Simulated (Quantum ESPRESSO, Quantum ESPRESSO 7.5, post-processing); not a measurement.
# Y(0001), 4 layers: cutoff convergence

Aim: how far one choice must go before the vacuum level and the energy of Y(0001), 4 layers stand still, and what it costs.

Method: plane-wave DFT, PBE, SSSP efficiency pseudopotentials, in Quantum ESPRESSO 7.5.

Report form: the programs' logs are mostly left out.

### 1. Set-up

The cell holds 4 atoms: 4 Y. Its edges and angles: a = 3.650 Å, b = 3.650 Å, c = 24.601 Å, α = 90.0°, β = 90.0°, γ = 60.0°. It derives from Y. Vacuum lies along c.

Coordinates:

```cif
data_structure
_symmetry_space_group_name_H-M 'P 1'
_symmetry_Int_Tables_number 1
_cell_length_a 3.6500
_cell_length_b 3.6500
_cell_length_c 24.6012
_cell_angle_alpha 90.000
_cell_angle_beta 90.000
_cell_angle_gamma 60.000
_cell_volume 283.84
loop_
_atom_site_label
_atom_site_type_symbol
_atom_site_fract_x
_atom_site_fract_y
_atom_site_fract_z
_atom_site_occupancy
Y1 Y 0.66667 0.66667 0.82519 1
Y2 Y 0.00000 0.00000 0.94173 1
Y3 Y 0.66667 0.66667 0.05827 1
Y4 Y 0.00000 0.00000 0.17481 1
```

### 2. Ground state: ecutwfc 68 Ry, ecutrho 544 Ry

The first run is the reference of the series.

File c0.in:

```
&control
  prefix = 'c0'
  outdir = './out'
  pseudo_dir = './pseudo'
  calculation = 'scf'
  tprnfor = .true.
/
&system
  ibrav = 0
  nat = 4
  ntyp = 1
  ecutwfc = 68
  ecutrho = 544
  occupations = 'smearing'
  smearing = 'mv'
  degauss = 0.02
  assume_isolated = 'esm'
  esm_bc = 'bc1'
/
&electrons
  conv_thr = 1e-07
  mixing_beta = 0.4
  electron_maxstep = 120
  mixing_mode = 'local-TF'
/
ATOMIC_SPECIES
  Y   88.9058  Y_pbe_v1.uspp.F.UPF
CELL_PARAMETERS angstrom
  3.65000000000000 0.00000000000000 0.00000000000000
  1.82500000000000 3.16099272381320 0.00000000000000
  0.00000000000000 0.00000000000000 24.60122500000000
ATOMIC_POSITIONS crystal
  Y   0.666666666700 0.666666666700 -0.174812941225
  Y   0.000000000000 0.000000000000 -0.058270980408
  Y   0.666666666700 0.666666666700 0.058270980408
  Y   0.000000000000 0.000000000000 0.174812941225
K_POINTS automatic
  6 6 1 0 0 0
```

Command:

```bash
$ OMP_NUM_THREADS=1 mpirun -n 4 pw.x -nk 2 -in c0.in > c0.out
```

Elapsed: 2.4 min, on 4 MPI ranks of Arm Neoverse V1, shared host; peak memory 1.8 GiB.

Numbers from this step:

```
free energy                                                    : -4760.4871 eV
Fermi energy                                                   : -3.309 eV
vacuum line at the lower end of the cell, over the Fermi level : 3.309 eV
vacuum line at the upper end of the cell, over the Fermi level : 3.309 eV
```

The potential energy, planar mean oscillates, so the rows of the table below give means over windows of 1 Å about each position, cut where the curve ends. Its maxima inside the range that stand out by 2 % of the span (Å: eV): -2.9: 0.955, 0.0: 0.759, 2.9: 0.955. Its minima: -4.3: -20.6, -1.4: -20.2, 1.4: -20.2, 4.3: -20.6.

Electrostatic potential energy of an electron; zero at the Fermi level. Table of potential energy, planar mean by z; means over each step:

z (Å), potential energy, planar mean (eV) and a bar from the least value:
```
      -12        3.3 ##############################
      -11        3.3 ##############################
      -10        3.3 ##############################
       -9        3.3 ##############################
       -8        3.3 ##############################
       -7        3.1 ##############################
       -6        1.6 ###########################
       -5       -7.6 ###########
       -4      -14.4 
       -3       -0.1 ########################
       -2       -9.3 #########
       -1      -11.9 ####
        0        0.0 ########################
        1      -11.9 ####
        2       -9.3 #########
        3       -0.1 ########################
        4      -14.4 
        5       -7.6 ###########
        6        1.6 ###########################
        7        3.1 ##############################
        8        3.3 ##############################
        9        3.3 ##############################
       10        3.3 ##############################
       11        3.3 ##############################
       12        3.3 ##############################
```

The program's own clock; routines nest. Time by routine:

```csv
routine,wall time (s),calls
PWSCF,142.8,1
electrons,139.4,1
c_bands,86.69,33
cegterg,77.3,133
h_psi,64.33,1100
fftw,62.66,25152
vloc_psi,57.6,1100
sum_band,20.16,33
mix_rho,16.65,33
ffts,11.03,3395
newd,8.44,34
v_of_rho,7.41,34
calbec,4.38,1248
fft,4.21,451
```

The vacuum levels are read from the outermost 0.7 Å of the cell on either side.

The run needed 33 iterations to bring the estimated error under 1e-07 Ry; the largest force on any atom, held or free, is 0.19 eV/Å.

Inside the slab this potential holds the local part of the pseudopotentials, which can be repulsive at the nuclei; only its value in the vacuum has a meaning of its own.

### 3. Self-consistent run: ecutwfc 56 Ry, ecutrho 448 Ry

c1.in, as its differences from the input of step 2:

```diff
@@ -1,3 +1,3 @@
 &control
-  prefix = 'c0'
+  prefix = 'c1'
   outdir = './out'
@@ -11,4 +11,4 @@
   ntyp = 1
-  ecutwfc = 68
-  ecutrho = 544
+  ecutwfc = 56
+  ecutrho = 448
   occupations = 'smearing'
```

Command:

```bash
$ OMP_NUM_THREADS=1 mpirun -n 4 pw.x -nk 2 -in c1.in > c1.out
```

It took 97 s on 4 MPI ranks; peak memory 1.4 GiB.

This step gave:

```
free energy                                                    : -4760.4858 eV
Fermi energy                                                   : -3.308 eV
vacuum line at the lower end of the cell, over the Fermi level : 3.308 eV
vacuum line at the upper end of the cell, over the Fermi level : 3.308 eV
```

The program's own clock; routines nest. Time by routine:

```csv
routine,wall time (s),calls
PWSCF,96.95,1
electrons,94.65,1
c_bands,52.59,39
cegterg,46.85,156
h_psi,37.83,1056
fftw,36.4,25610
vloc_psi,32.9,1056
sum_band,15.99,39
mix_rho,13.01,39
ffts,8.12,4175
newd,7.46,40
v_of_rho,5.55,40
calbec,3.32,1228
fft,2.82,529
```

Counted from each run's own zero (the Fermi level), the vacuum level differs from the first run's by -1 meV.

### 4. SCF with pw.x: ecutwfc 45 Ry, ecutrho 360 Ry

c2.in, as its differences from the input of step 3:

```diff
@@ -1,3 +1,3 @@
 &control
-  prefix = 'c1'
+  prefix = 'c2'
   outdir = './out'
@@ -11,4 +11,4 @@
   ntyp = 1
-  ecutwfc = 56
-  ecutrho = 448
+  ecutwfc = 45
+  ecutrho = 360
   occupations = 'smearing'
```

Command:

```bash
$ OMP_NUM_THREADS=1 mpirun -n 4 pw.x -nk 2 -in c2.in > c2.out
```

The job ended after 51 s (4 MPI ranks; peak memory 0.98 GiB).

Read from the output:

```
free energy                                                    : -4760.4768 eV
Fermi energy                                                   : -3.311 eV
vacuum line at the lower end of the cell, over the Fermi level : 3.311 eV
vacuum line at the upper end of the cell, over the Fermi level : 3.311 eV
```

The program's own clock; routines nest. Time by routine:

```csv
routine,wall time (s),calls
PWSCF,50.81,1
electrons,49.2,1
c_bands,26.85,31
cegterg,24.02,124
h_psi,18.49,872
fftw,16.97,20984
vloc_psi,15.57,872
sum_band,8.28,31
mix_rho,6.22,31
newd,4.25,32
v_of_rho,3.61,32
ffts,3.56,3193
calbec,1.96,1012
fft,1.78,425
```

Counted from each run's own zero (the Fermi level), the vacuum level differs from the first run's by +2 meV.

### 5. SCF with pw.x: ecutwfc 38 Ry, ecutrho 304 Ry

c3.in, as its differences from the input of step 4:

```diff
@@ -1,3 +1,3 @@
 &control
-  prefix = 'c2'
+  prefix = 'c3'
   outdir = './out'
@@ -11,4 +11,4 @@
   ntyp = 1
-  ecutwfc = 45
-  ecutrho = 360
+  ecutwfc = 38
+  ecutrho = 304
   occupations = 'smearing'
```

Command:

```bash
$ OMP_NUM_THREADS=1 mpirun -n 4 pw.x -nk 2 -in c3.in > c3.out
```

Run time: 50 s. Hardware: 4 MPI ranks; peak memory 0.89 GiB; 3.3 min of CPU time.

Numbers from this step:

- free energy: -4760.4706 eV
- Fermi energy: -3.318 eV
- vacuum line at the lower end of the cell, over the Fermi level: 3.318 eV
- vacuum line at the upper end of the cell, over the Fermi level: 3.318 eV

The program's own clock; routines nest. Time by routine:

```csv
routine,wall time (s),calls
PWSCF,49.46,1
electrons,48.09,1
c_bands,26.34,35
cegterg,23.07,140
h_psi,18.46,883
fftw,17.76,23208
vloc_psi,16.02,883
sum_band,7.78,35
mix_rho,6.47,35
ffts,3.89,3865
newd,3.73,36
v_of_rho,3.71,36
fft,1.81,477
calbec,1.67,1039
```

Counted from each run's own zero (the Fermi level), the vacuum level differs from the first run's by +9 meV.

### 6. SCF with pw.x: ecutwfc 31 Ry, ecutrho 248 Ry

c4.in, as its differences from the input of step 5:

```diff
@@ -1,3 +1,3 @@
 &control
-  prefix = 'c3'
+  prefix = 'c4'
   outdir = './out'
@@ -11,4 +11,4 @@
   ntyp = 1
-  ecutwfc = 38
-  ecutrho = 304
+  ecutwfc = 31
+  ecutrho = 248
   occupations = 'smearing'
```

Command:

```bash
$ OMP_NUM_THREADS=1 mpirun -n 4 pw.x -nk 2 -in c4.in > c4.out
```

Elapsed: 34 s, on 4 MPI ranks; peak memory 0.7 GiB.

This step gave:

| Quantity | Value |
| --- | --- |
| free energy | -4760.4511 eV |
| Fermi energy | -3.307 eV |
| vacuum line at the lower end of the cell, over the Fermi level | 3.307 eV |
| vacuum line at the upper end of the cell, over the Fermi level | 3.307 eV |

The program's own clock; routines nest. Time by routine:

```csv
routine,wall time (s),calls
PWSCF,33.72,1
electrons,32.64,1
c_bands,18.83,30
cegterg,16.75,120
h_psi,13.87,786
fftw,13.74,19528
vloc_psi,12.34,786
sum_band,5.37,30
mix_rho,4.28,30
ffts,2.76,3054
newd,2.35,31
v_of_rho,1.82,31
calbec,1.05,922
fft,0.89,412
```

Counted from each run's own zero (the Fermi level), the vacuum level differs from the first run's by -2 meV.

### 7. Self-consistent run: ecutwfc 25 Ry, ecutrho 200 Ry

c5.in, as its differences from the input of step 6:

```diff
@@ -1,3 +1,3 @@
 &control
-  prefix = 'c4'
+  prefix = 'c5'
   outdir = './out'
@@ -11,4 +11,4 @@
   ntyp = 1
-  ecutwfc = 31
-  ecutrho = 248
+  ecutwfc = 25
+  ecutrho = 200
   occupations = 'smearing'
```

Command:

```bash
$ OMP_NUM_THREADS=1 mpirun -n 4 pw.x -nk 2 -in c5.in > c5.out
```

Elapsed: 22 s, on 4 MPI ranks; peak memory 0.58 GiB.

Read from the output:

```
free energy                                                    : -4760.3024 eV
Fermi energy                                                   : -3.333 eV
vacuum line at the lower end of the cell, over the Fermi level : 3.333 eV
vacuum line at the upper end of the cell, over the Fermi level : 3.333 eV
```

The program's own clock; routines nest. Time by routine:

```csv
routine,wall time (s),calls
PWSCF,21.49,1
electrons,20.69,1
c_bands,11.36,29
cegterg,10.18,116
h_psi,7.9,788
fftw,7.43,19194
vloc_psi,6.79,788
sum_band,3.4,29
mix_rho,2.73,29
newd,1.65,30
ffts,1.6,3153
v_of_rho,1.54,30
calbec,0.75,920
fft,0.75,399
```

Counted from each run's own zero (the Fermi level), the vacuum level differs from the first run's by +24 meV.

### 8. Ground state: ecutwfc 20 Ry, ecutrho 160 Ry

c6.in, as its differences from the input of step 7:

```diff
@@ -1,3 +1,3 @@
 &control
-  prefix = 'c5'
+  prefix = 'c6'
   outdir = './out'
@@ -11,4 +11,4 @@
   ntyp = 1
-  ecutwfc = 25
-  ecutrho = 200
+  ecutwfc = 20
+  ecutrho = 160
   occupations = 'smearing'
```

Command:

```bash
$ OMP_NUM_THREADS=1 mpirun -n 4 pw.x -nk 2 -in c6.in > c6.out
```

The job ended after 16 s (4 MPI ranks; peak memory 0.31 GiB; 64 s of CPU time).

Numbers from this step:

* free energy: -4760.0938 eV
* Fermi energy: -3.309 eV
* vacuum line at the lower end of the cell, over the Fermi level: 3.309 eV
* vacuum line at the upper end of the cell, over the Fermi level: 3.309 eV

The program's own clock; routines nest. Time by routine:

```csv
routine,wall time (s),calls
PWSCF,15.6,1
electrons,14.98,1
c_bands,8.87,26
cegterg,8.05,104
h_psi,6.4,720
fftw,6.15,17710
vloc_psi,5.65,720
sum_band,2.4,26
mix_rho,1.92,26
ffts,1.19,2602
newd,1.06,27
v_of_rho,0.74,27
calbec,0.51,840
cdiaghg,0.45,716
```

Counted from each run's own zero (the Fermi level), the vacuum level differs from the first run's by +0 meV.

### 9. The series side by side

All levels:

```csv
level,vacuum level over the Fermi level (eV),its change from the first (meV),energy from the first (meV an atom),SCF iterations,wall time (s),peak memory (GiB),CPU time (s)
"ecutwfc 68 Ry, ecutrho 544 Ry",3.309,0,0,33,143.3,1.82,572.9
"ecutwfc 56 Ry, ecutrho 448 Ry",3.308,-0.6983,0.313,39,97.46,1.4,389.4
"ecutwfc 45 Ry, ecutrho 360 Ry",3.311,1.801,2.571,31,51.32,0.98,205
"ecutwfc 38 Ry, ecutrho 304 Ry",3.318,9.404,4.133,35,49.97,0.89,199.6
"ecutwfc 31 Ry, ecutrho 248 Ry",3.307,-1.897,8.987,30,34.23,0.7,136.7
"ecutwfc 25 Ry, ecutrho 200 Ry",3.333,23.9,46.17,29,22,0.58,87.72
"ecutwfc 20 Ry, ecutrho 160 Ry",3.309,0.075,98.32,26,16.11,0.31,64.17
```

### 10. What came out

| Property | Result |
| --- | --- |
| vacuum level over the Fermi level, ecutwfc 68 Ry, ecutrho 544 Ry | 3.309 eV |
| cheapest step of the main series that, with all steps before it, keeps the vacuum level within 20 meV of the first | ecutwfc 31 Ry, ecutrho 248 Ry: -2 meV, 2.3 min of CPU time against 9.5 min |
| setting with the largest shift of the level | ecutwfc 25 Ry, ecutrho 200 Ry: +24 meV |

The cheapest step of the main series that, with all steps before it, keeps the vacuum level within 20 meV of the first is ecutwfc 31 Ry, ecutrho 248 Ry: -2 meV, 2.3 min of CPU time against 9.5 min. Over the series the energy moves by up to 98.3 meV an atom and the vacuum level by up to 24 meV. The times come from a shared host and are rough. Peak memory is sampled during the run and can miss the peak. The geometry is as built, not relaxed.

[Logs are printed without paths, hosts, clocks, repeated set-up lines and the standing remarks that a program may print on its own settings, such as how far it seeks lower states.]

[Hosts, paths, dates, database ids (printed as entryN), source tags and the programs' standing remarks are cut or masked in the printed files.]

[Maps of the electrostatic potential energy from Ansatz leave out the sawtooth potential of an applied field or a dipole correction, so their vacuum need not be flat; planar profiles and work functions include it.]
